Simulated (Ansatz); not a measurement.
# K on Fe(100): change of the work function, part 4 of 5

How does K on the hollow site change the work function of Fe(100) as the layer fills?

Ansatz 0.2.0; plane-wave DFT, PBE, Ansatz PAW.

So far, work function, upper face (eV): step 2 (the clean slab) 3.86; step 3 (21 atoms, coverage 0.25 ML, cell 2x2) 1.76; step 4 (22 atoms, coverage 0.5 ML, cell 2x2) 2.40.

### Step 6. The slab at 0.25 ML, atoms frozen

This step: plane-wave DFT, PBE, Ansatz PAW (Ansatz 0.2.0).

System of this step: KFe20 (K/Fe(100)). The cell holds 21 atoms: 20 Fe and 1 K. Its edges and angles: a = 5.740 Å, b = 5.740 Å, c = 26.509 Å, α = 90.0°, β = 90.0°, γ = 90.0°. Vacuum lies along c.

To see where the charge goes, the covered slab, the bare substrate and the adsorbate layer are each run at the same frozen positions and on the same grid.

input.yaml

```yaml
crystal:
  lattice:
    - [5.74, 0.0, 0.0]
    - [0.0, 5.74, 0.0]
    - [0.0, 0.0, 26.508564284]
  atoms:
    - { symbol: Fe, position: [0.0, 0.0, 0.3395129175], spin: 2.5 }
    - { symbol: Fe, position: [0.25, 0.25, 0.3936463661], spin: 2.5 }
    - { symbol: Fe, position: [0.0009952614, 0.0009952614, 0.4472462822], spin: 2.5 }
    - { symbol: Fe, position: [0.25, 0.25, 0.5026404273], spin: 2.5 }
    - { symbol: Fe, position: [-0.0043774736, -0.0043774736, 0.5521592039], spin: 2.5 }
    - { symbol: Fe, position: [0.0, 0.5, 0.3395129175], spin: 2.5 }
    - { symbol: Fe, position: [0.25, 0.75, 0.3936463661], spin: 2.5 }
    - { symbol: Fe, position: [0.0009952614, 0.4990047386, 0.4472462822], spin: 2.5 }
    - { symbol: Fe, position: [0.25, 0.75, 0.5014023006], spin: 2.5 }
    - { symbol: Fe, position: [-0.0043774736, 0.5043774736, 0.5521592039], spin: 2.5 }
    - { symbol: Fe, position: [0.5, 0.0, 0.3395129175], spin: 2.5 }
    - { symbol: Fe, position: [0.75, 0.25, 0.3936463661], spin: 2.5 }
    - { symbol: Fe, position: [0.4990047386, 0.0009952614, 0.4472462822], spin: 2.5 }
    - { symbol: Fe, position: [0.75, 0.25, 0.5014023006], spin: 2.5 }
    - { symbol: Fe, position: [0.5043774736, -0.0043774736, 0.5521592039], spin: 2.5 }
    - { symbol: Fe, position: [0.5, 0.5, 0.3395129175], spin: 2.5 }
    - { symbol: Fe, position: [0.75, 0.75, 0.3936463661], spin: 2.5 }
    - { symbol: Fe, position: [0.4990047386, 0.4990047386, 0.4472462822], spin: 2.5 }
    - { symbol: Fe, position: [0.75, 0.75, 0.5005104234], spin: 2.5 }
    - { symbol: Fe, position: [0.5043774736, 0.5043774736, 0.5521592039], spin: 2.5 }
    - { symbol: K, position: [0.25, 0.25, 0.6566691907] }
magnetization:
  spin_polarized: true
kpoints:
  mp_grid: { grid: [5, 5, 1] }
hamiltonian:
  xc: pbe
scf:
  occupations: { method: fermi_dirac, width: 0.1 }
  convergence: { dr2_threshold: 1.0e-08 }
efield:
  axis: 3
  dipole_correction: true
  ramp_position: 0.97
  ramp_width: 0.06
output:
  write_potential: true
  write_density: true
  volumetric_format: npy
```

Launch:

```sh
> ansatz run input.yaml --threads 4 --pin off --max-ram 12288MiB --backend cpu --events-out ev --progress --plain --runs-dir out
```

Numbers of over 12 decimals in the logs are rounded to 6 here.

Log:

```text
[...]
Crystal: 21 atoms, lattice volume = 873.394 Å³
Basis set: ecut = 420 eV, 17125 PW (Γ)
Bands: 228, of which v1, the nominal top of the filled ones, is band 165 counted from 1 (164 counted from 0)
Symmetry: 8 space group operations
k-points: 6 of 25
[...]
Starting moments: Σ|m| = 50 μB on 20 of 21 sites
[...]
SCF iter   1: F=—  HF=-91138.321205 eV  |F-HF|=—  |Δ(HF+E_count)|=         —  Δρ=5.26e-2 (↑3.04e-2 ↓5.26e-2)  dr2=7.15e1  dr2_m=1.15e1  M=52.695 μB ∫|m|=53.239 μB  β_m=1.00  ethr=3.10e-3  p=-0.000 e·Å  D=-2.64e-7 V/Å  ΔV_dip=0.00 eV  dr2_dipole=6.31e-1  V_vac-E_F(+/−)=7.20/7.20 eV  ⟨swp⟩=9.2  Hψ=14165  notcnv=0  defer=163
[...]
SCF iter  17: F=-91137.956317 eV  HF=-91137.956317 eV  |F-HF|=3.78e-10  |Δ(HF+E_count)|=   2.02e-9  Δρ=2.09e-7 (↑2.09e-7 ↓2.03e-7)  dr2=1.52e-9  dr2_m=6.44e-11  M=52.365 μB ∫|m|=54.818 μB  ethr=3.04e-12  p=0.379 e·Å  D=7.86e-2 V/Å  ΔV_dip=-2.08 eV  dr2_dipole=8.89e-11  V_vac-E_F(+/−)=1.76/3.84 eV  ⟨swp⟩=16.1  Hψ=14000  notcnv=0
SCF 1 converged in 17 iterations: F = -91137.956317 eV  dr2 = 1.52e-9
[...]
SCF converged after 17 iterations
Magnetization: 52.3645 μB (190.6823 up, 138.3177 down)
Absolute magnetization: 54.8198 μB (∫|ρ↑−ρ↓|, with the PAW one-centre terms)
[...]
Per-site moments (μB) at R_I (Å): [(2.971375, 1.025266), (2.377401, 1.019180), (2.493281, 1.019180), (2.342278, 1.009323), (2.848277, 0.997706), (2.971375, 1.025266), (2.388183, 1.021914), (2.493281, 1.019180), (2.308919, 1.004508), (2.848277, 0.997706), (2.971375, 1.025266), (2.388183, 1.021914), (2.493281, 1.019180), (2.308919, 1.004508), (2.848277, 0.997706), (2.971375, 1.025266), (2.393429, 1.024640), (2.493281, 1.019180), (2.282575, 0.997706), (2.848277, 0.997706), (-0.00733572, 1.425312)]
Free energy (F): -91137.956317 eV
[...]
Internal energy: -91137.187406 eV  (E = F + TS)
E sigma→0 (E₀):  -91137.571861 eV
Entropy (-TS):   -0.768911 eV (-36.615 meV/atom)
Fermi energy:    3.199239 eV
Dipole field:    D = 0.078606 V/Å  (p = 0.379407 e·Å, saw-weighted, corrected)
Work function:   Φ+ = 1.7610 eV   Φ− = 3.8448 eV
[...]
--- Band table (eV; the first three rows and the last of 12) ---
  k-point 0 ↑: bands = [... 161 lower, 1.8520, 1.8959, 1.9032, 1.9522, 1.9522, 2.0877, 2.1271, 2.1654, ... 59 higher]
  k-point 1 ↑: bands = [... 161 lower, 1.8899, 1.9046, 1.9167, 1.9328, 2.0217, 2.0620, 2.0620, 2.1093, ... 59 higher]
  k-point 2 ↑: bands = [... 161 lower, 1.8226, 1.8362, 1.8478, 1.8745, 1.9078, 1.9433, 1.9637, 2.0106, ... 59 higher]
  k-point 5 ↓: bands = [... 161 lower, 4.5898, 4.5929, 4.6333, 4.6631, 4.6731, 4.6824, 4.6839, 4.7190, ... 59 higher]
```

Elapsed: 4.1 min, on 4 threads of Arm Neoverse V1, shared host; peak memory 4.9 GiB.

Reading the cycles: dr2 is the Hartree energy of the density residual (eV), the measure of convergence; HF is the Harris–Foulkes estimate of the energy, which meets the free energy F at convergence.

This step gave:

```yaml
energy_at_zero_smearing: -91137.5719 eV
total_moment: 52.36 μB
work_function_upper_face: 1.761 eV
work_function_lower_face: 3.845 eV
dipole_along_the_normal: 0.3794 e·Å
step_between_the_vacuum_levels: -2.084 eV
```

The work function of the upper face is 1.76 eV.

### Step 7. The substrate of the 0.25 ML cell alone

System of this step: K/Fe(100), substrate alone, atoms held. The cell holds 20 atoms: 20 Fe. Its edges and angles: a = 5.740 Å, b = 5.740 Å, c = 26.509 Å, α = 90.0°, β = 90.0°, γ = 90.0°. Vacuum lies along c.

The second part, atoms unmoved.

input.yaml

```yaml
crystal:
  lattice:
    - [5.74, 0.0, 0.0]
    - [0.0, 5.74, 0.0]
    - [0.0, 0.0, 26.508564284]
  atoms:
    - { symbol: Fe, position: [0.0, 0.0, 0.3395129175], spin: 2.97 }
    - { symbol: Fe, position: [0.25, 0.25, 0.3936463661], spin: 2.38 }
    - { symbol: Fe, position: [0.0009952614, 0.0009952614, 0.4472462822], spin: 2.49 }
    - { symbol: Fe, position: [0.25, 0.25, 0.5026404273], spin: 2.34 }
    - { symbol: Fe, position: [-0.0043774736, -0.0043774736, 0.5521592039], spin: 2.85 }
    - { symbol: Fe, position: [0.0, 0.5, 0.3395129175], spin: 2.97 }
    - { symbol: Fe, position: [0.25, 0.75, 0.3936463661], spin: 2.39 }
    - { symbol: Fe, position: [0.0009952614, 0.4990047386, 0.4472462822], spin: 2.49 }
    - { symbol: Fe, position: [0.25, 0.75, 0.5014023006], spin: 2.31 }
    - { symbol: Fe, position: [-0.0043774736, 0.5043774736, 0.5521592039], spin: 2.85 }
    - { symbol: Fe, position: [0.5, 0.0, 0.3395129175], spin: 2.97 }
    - { symbol: Fe, position: [0.75, 0.25, 0.3936463661], spin: 2.39 }
    - { symbol: Fe, position: [0.4990047386, 0.0009952614, 0.4472462822], spin: 2.49 }
    - { symbol: Fe, position: [0.75, 0.25, 0.5014023006], spin: 2.31 }
    - { symbol: Fe, position: [0.5043774736, -0.0043774736, 0.5521592039], spin: 2.85 }
    - { symbol: Fe, position: [0.5, 0.5, 0.3395129175], spin: 2.97 }
    - { symbol: Fe, position: [0.75, 0.75, 0.3936463661], spin: 2.39 }
    - { symbol: Fe, position: [0.4990047386, 0.4990047386, 0.4472462822], spin: 2.49 }
    - { symbol: Fe, position: [0.75, 0.75, 0.5005104234], spin: 2.28 }
    - { symbol: Fe, position: [0.5043774736, 0.5043774736, 0.5521592039], spin: 2.85 }
magnetization:
  spin_polarized: true
kpoints:
  mp_grid: { grid: [5, 5, 1] }
hamiltonian:
  xc: pbe
scf:
  occupations: { method: fermi_dirac, width: 0.1 }
  convergence: { dr2_threshold: 1.0e-08 }
efield:
  axis: 3
  dipole_correction: true
  ramp_position: 0.97
  ramp_width: 0.06
output:
  write_potential: true
  write_density: true
  volumetric_format: npy
```

Log:

```text
[...]
Crystal: 20 atoms, lattice volume = 873.394 Å³
Basis set: ecut = 420 eV, 17125 PW (Γ)
Bands: 224, of which v1, the nominal top of the filled ones, is band 160 counted from 1 (159 counted from 0)
Symmetry: 8 space group operations
k-points: 6 of 25
[...]
Starting moments: Σ|m| = 52.03 μB on 20 of 20 sites
[...]
SCF iter   1: F=—  HF=-89598.355758 eV  |F-HF|=—  |Δ(HF+E_count)|=         —  Δρ=4.51e-2 (↑1.90e-2 ↓4.51e-2)  dr2=6.01e1  dr2_m=5.96e0  M=52.965 μB ∫|m|=53.530 μB  β_m=1.00  ethr=3.10e-3  p=-0.000 e·Å  D=-2.68e-7 V/Å  ΔV_dip=0.00 eV  dr2_dipole=1.61e-1  V_vac-E_F(+/−)=7.26/7.26 eV  ⟨swp⟩=10.6  Hψ=14855  notcnv=0  defer=120
[...]
SCF iter  15: F=-89599.596011 eV  HF=-89599.596011 eV  |F-HF|=3.51e-9  |Δ(HF+E_count)|=  8.73e-11  Δρ=3.45e-7 (↑2.94e-7 ↓3.45e-7)  dr2=2.87e-9  dr2_m=1.13e-10  M=52.878 μB ∫|m|=55.099 μB  ethr=1.66e-12  p=-0.005 e·Å  D=-1.09e-3 V/Å  ΔV_dip=0.03 eV  dr2_dipole=7.09e-11  V_vac-E_F(+/−)=3.86/3.83 eV  ⟨swp⟩=15.6  Hψ=15148  notcnv=0
SCF 1 converged in 15 iterations: F = -89599.596011 eV  dr2 = 2.87e-9
[...]
SCF converged after 15 iterations
Magnetization: 52.8776 μB (186.4388 up, 133.5612 down)
Absolute magnetization: 55.1003 μB (∫|ρ↑−ρ↓|, with the PAW one-centre terms)
[...]
Per-site moments (μB) at R_I (Å): [(2.971086, 1.025266), (2.372063, 1.019180), (2.502843, 1.019180), (2.339636, 1.009323), (2.910947, 0.997706), (2.971086, 1.025266), (2.381006, 1.021914), (2.502843, 1.019180), (2.306675, 1.004508), (2.910947, 0.997706), (2.971086, 1.025266), (2.381006, 1.021914), (2.502843, 1.019180), (2.306675, 1.004508), (2.910947, 0.997706), (2.971086, 1.025266), (2.389988, 1.024640), (2.502843, 1.019180), (2.272286, 0.997706), (2.910947, 0.997706)]
Free energy (F): -89599.596011 eV
[...]
Internal energy: -89598.859399 eV  (E = F + TS)
E sigma→0 (E₀):  -89599.227705 eV
Entropy (-TS):   -0.736612 eV (-36.831 meV/atom)
Fermi energy:    2.130433 eV
Dipole field:    D = -0.001087 V/Å  (p = -0.005246 e·Å, saw-weighted, corrected)
Work function:   Φ+ = 3.8597 eV   Φ− = 3.8309 eV
[...]
--- Band table (eV; the first three rows and the last of 12) ---
  k-point 0 ↑: bands = [... 156 lower, 0.7702, 0.7702, 0.8282, 0.8341, 0.8724, 0.8724, 1.0159, 1.0600, ... 60 higher]
  k-point 1 ↑: bands = [... 156 lower, 0.7741, 0.8125, 0.8257, 0.8477, 0.8527, 0.9542, 0.9892, 0.9911, ... 60 higher]
  k-point 2 ↑: bands = [... 156 lower, 0.7202, 0.7445, 0.7555, 0.7636, 0.7963, 0.8293, 0.8669, 0.8969, ... 60 higher]
  k-point 5 ↓: bands = [... 156 lower, 3.5097, 3.5208, 3.5232, 3.5633, 3.5979, 3.6030, 3.6307, 3.6315, ... 60 higher]
```

The job ended after 3.8 min (4 threads; peak memory 4.8 GiB; 14 min of CPU time).

This step gave:

* energy at zero smearing: -89599.2277 eV
* total moment: 52.88 μB
* work function, upper face: 3.860 eV
* work function, lower face: 3.831 eV
* dipole along the normal: -0.005246 e·Å
* step between the vacuum levels: 0.02880 eV

Site moment by atom:

```tsv
atom	site moment (μB)
Fe1	2.97
Fe2	2.37
Fe3	2.50
Fe4	2.34
Fe5	2.91
Fe6	2.97
Fe7	2.38
Fe8	2.50
Fe9	2.31
Fe10	2.91
Fe11	2.97
Fe12	2.38
Fe13	2.50
Fe14	2.31
Fe15	2.91
Fe16	2.97
Fe17	2.39
Fe18	2.50
Fe19	2.27
Fe20	2.91
```

The work function of the upper face is 3.86 eV.

### Step 8. The adsorbate layer of the 0.25 ML cell alone

System of this step: K/Fe(100), adsorbate layer alone, atoms held. The cell holds 1 atom: 1 K. Cell: a = 5.740 Å, b = 5.740 Å, c = 26.509 Å, α = 90.0°, β = 90.0°, γ = 90.0°. Vacuum lies along c.

The third part; a free layer of atoms may carry a moment, so spin is on.

input.yaml, the sections that differ from step 7:

```yaml
crystal:
  lattice:
    - [5.74, 0.0, 0.0]
    - [0.0, 5.74, 0.0]
    - [0.0, 0.0, 26.508564284]
  atoms:
    - { symbol: K, position: [0.25, 0.25, 0.6566691907], spin: 1.0 }
# magnetization, kpoints, hamiltonian, scf, efield, output: as in step 7
```

Log:

```text
[...]
Crystal: 1 atoms, lattice volume = 873.394 Å³
Basis set: ecut = 420 eV, 17125 PW (Γ)
Bands: 9, of which v1, the nominal top of the filled ones, is band 5 counted from 1 (4 counted from 0)
Symmetry: 8 space group operations
k-points: 6 of 25
[...]
Starting moments: Σ|m| = 1 μB on 1 of 1 site
[...]
SCF iter   8: F=—  HF=-1537.270656 eV  |F-HF|=—  |Δ(HF+E_count)|=   1.74e-3  Δρ=6.71e-4 (↑6.69e-4 ↓6.71e-4)  dr2=2.99e-7  dr2_m=3.59e-3  M=0.030 μB ∫|m|=0.032 μB  β_m=0.39  ethr=1.27e-7  p=0.000 e·Å  D=5.04e-6 V/Å  ΔV_dip=-0.00 eV  dr2_dipole=1.69e-10  V_vac-E_F(+/−)=2.42/2.42 eV  ⟨swp⟩=2.0  Hψ=170  notcnv=0
[...]
spin-set hold released at iteration 8 (site moments contracting): the magnetisation degrees of freedom join the quasi-Newton model from the next iteration; the mixer history was flushed
SCF iter   9: F=—  HF=-1537.271746 eV  |F-HF|=—  |Δ(HF+E_count)|=   1.09e-3  Δρ=4.20e-4 (↑4.18e-4 ↓4.20e-4)  dr2=1.78e-7  dr2_m=1.41e-3  M=0.025 μB ∫|m|=0.025 μB  β_m=0.57  ethr=3.32e-9  p=0.000 e·Å  D=4.54e-6 V/Å  ΔV_dip=-0.00 eV  dr2_dipole=8.63e-11  V_vac-E_F(+/−)=2.42/2.42 eV  ⟨swp⟩=3.0  Hψ=217  notcnv=0
[...]
SCF iter  14: F=-1537.272551 eV  HF=-1537.272551 eV  |F-HF|=2.62e-10  |Δ(HF+E_count)|=   5.51e-9  Δρ=3.14e-8 (↑3.14e-8 ↓3.08e-8)  dr2=8.57e-12  dr2_m=5.78e-12  M=0.000 μB ∫|m|=0.000 μB  ethr=1.00e-12  p=0.000 e·Å  D=3.57e-6 V/Å  ΔV_dip=-0.00 eV  dr2_dipole=2.42e-14  V_vac-E_F(+/−)=2.42/2.42 eV  ⟨swp⟩=3.6  Hψ=260  notcnv=0
SCF 1 converged in 14 iterations: F = -1537.272551 eV  dr2 = 8.57e-12
[...]
WARN: the starting moments were not kept: the SCF closed with an absolute magnetisation of 1.4e-5 μB, where they sum to 1 μB in size (1 site). That is at most 0.1 of that sum. Measured as dr2_m measures the in/out step, that magnetisation stands 4.7e-12 eV from none, at or under the dr2_threshold of 1.0e-8 eV: it is no larger than a step whose dr2_m would equal this threshold. The system may hold no moment; this SCF  [...]
[...]
SCF converged after 14 iterations
Magnetization: 0.0000 μB (4.5000 up, 4.5000 down)
Absolute magnetization: 0.0000 μB (∫|ρ↑−ρ↓|, with the PAW one-centre terms)
[...]
Per-site moments (μB) at R_I (Å): [(8.531869359172864e-7, 2.36775)]
Free energy (F): -1537.272551 eV
[...]
Internal energy: -1537.218660 eV  (E = F + TS)
E sigma→0 (E₀):  -1537.245606 eV
Entropy (-TS):   -0.053892 eV (-53.892 meV/atom)
Fermi energy:    -2.009974 eV
Dipole field:    D = 0.000003 V/Å  (p = 0.000017 e·Å, saw-weighted, corrected)
Work function:   Φ+ = 2.4240 eV   Φ− = 2.4241 eV
[...]
--- Band table (eV; the first three rows and the last of 12) ---
[...]
```

Run time: 6.1 s. Hardware: 4 threads; peak memory 0.88 GiB.

This step gave:

```
energy at zero smearing   : -1537.2456 eV
work function, upper face : 2.424 eV
dipole along the normal   : 1.68e-5 e·Å
```

At this spacing and smearing the free layer keeps no moment.

### Step 9. Where the charge went at 0.25 ML

This step: plane-wave DFT, PBE, Ansatz PAW; density difference on adsorption (Ansatz 0.2.0).

The densities of the parts are taken from that of the whole and averaged over planes; the first moment of what is left gives the step in the potential.

Numbers from this step:

```yaml
largest_charge_moved: 0.005752 e/Å²
potential_step_from_the_moved_charge: -2.112 eV
```

Planar mean, whole system less its parts. Table of electron density difference by z:

```tsv
z (Å)	electron density difference (e/Å³)
4	3.8e-7
5	3.1e-6
6	1.3e-5
7	3.7e-5
8	-7.2e-5
9	6.5e-5
10	-5.0e-5
11	-4.9e-5
12	2.0e-4
13	-4.7e-4
14	-5.0e-4
15	-0.00250
16	0.00788
17	-0.00105
18	-0.00155
19	-0.00219
20	-8.1e-4
21	-1.5e-4
22	-1.4e-5
23	2.8e-6
24	2.2e-6
25	5.6e-7
```

Planar mean, whole system less its parts. Table of electrons moved below z by z:

```tsv
z (Å)	electrons moved below z (e/Å²)
4.0	2.7e-7
4.5	7.3e-7
5.0	1.8e-6
5.5	4.3e-6
6.0	9.6e-6
6.5	2.0e-5
7.0	3.6e-5
7.5	5.2e-5
8.0	3.6e-5
8.5	-2.3e-5
9.0	-1.5e-5
9.5	1.2e-5
10.0	3.4e-5
10.5	-7.7e-6
11.0	-6.0e-5
11.5	-4.3e-5
12.0	3.7e-5
12.5	5.3e-5
13.0	-1.2e-4
13.5	-2.9e-4
14.0	-4.7e-4
14.5	-0.00128
15.0	-0.00280
15.5	-9.8e-4
16.0	0.00306
16.5	0.00557
17.0	0.00552
17.5	0.00475
18.0	0.00390
18.5	0.00294
19.0	0.00180
19.5	9.3e-4
20.0	4.1e-4
20.5	1.6e-4
21.0	5.1e-5
21.5	9.6e-6
22.0	-2.9e-6
22.5	-4.9e-6
23.0	-3.9e-6
23.5	-2.4e-6
24.0	-1.2e-6
24.5	-4.9e-7
```

(Part 4 of 5 ends here.)

[Logs are printed without paths, hosts, clocks, repeated set-up lines and the standing remarks that a program may print on its own settings, such as how far it seeks lower states.]

[Hosts, paths, dates, database ids (printed as entryN), source tags and the programs' standing remarks are cut or masked in the printed files.]

[Maps of the electrostatic potential energy from Ansatz leave out the sawtooth potential of an applied field or a dipole correction, so their vacuum need not be flat; planar profiles and work functions include it.]
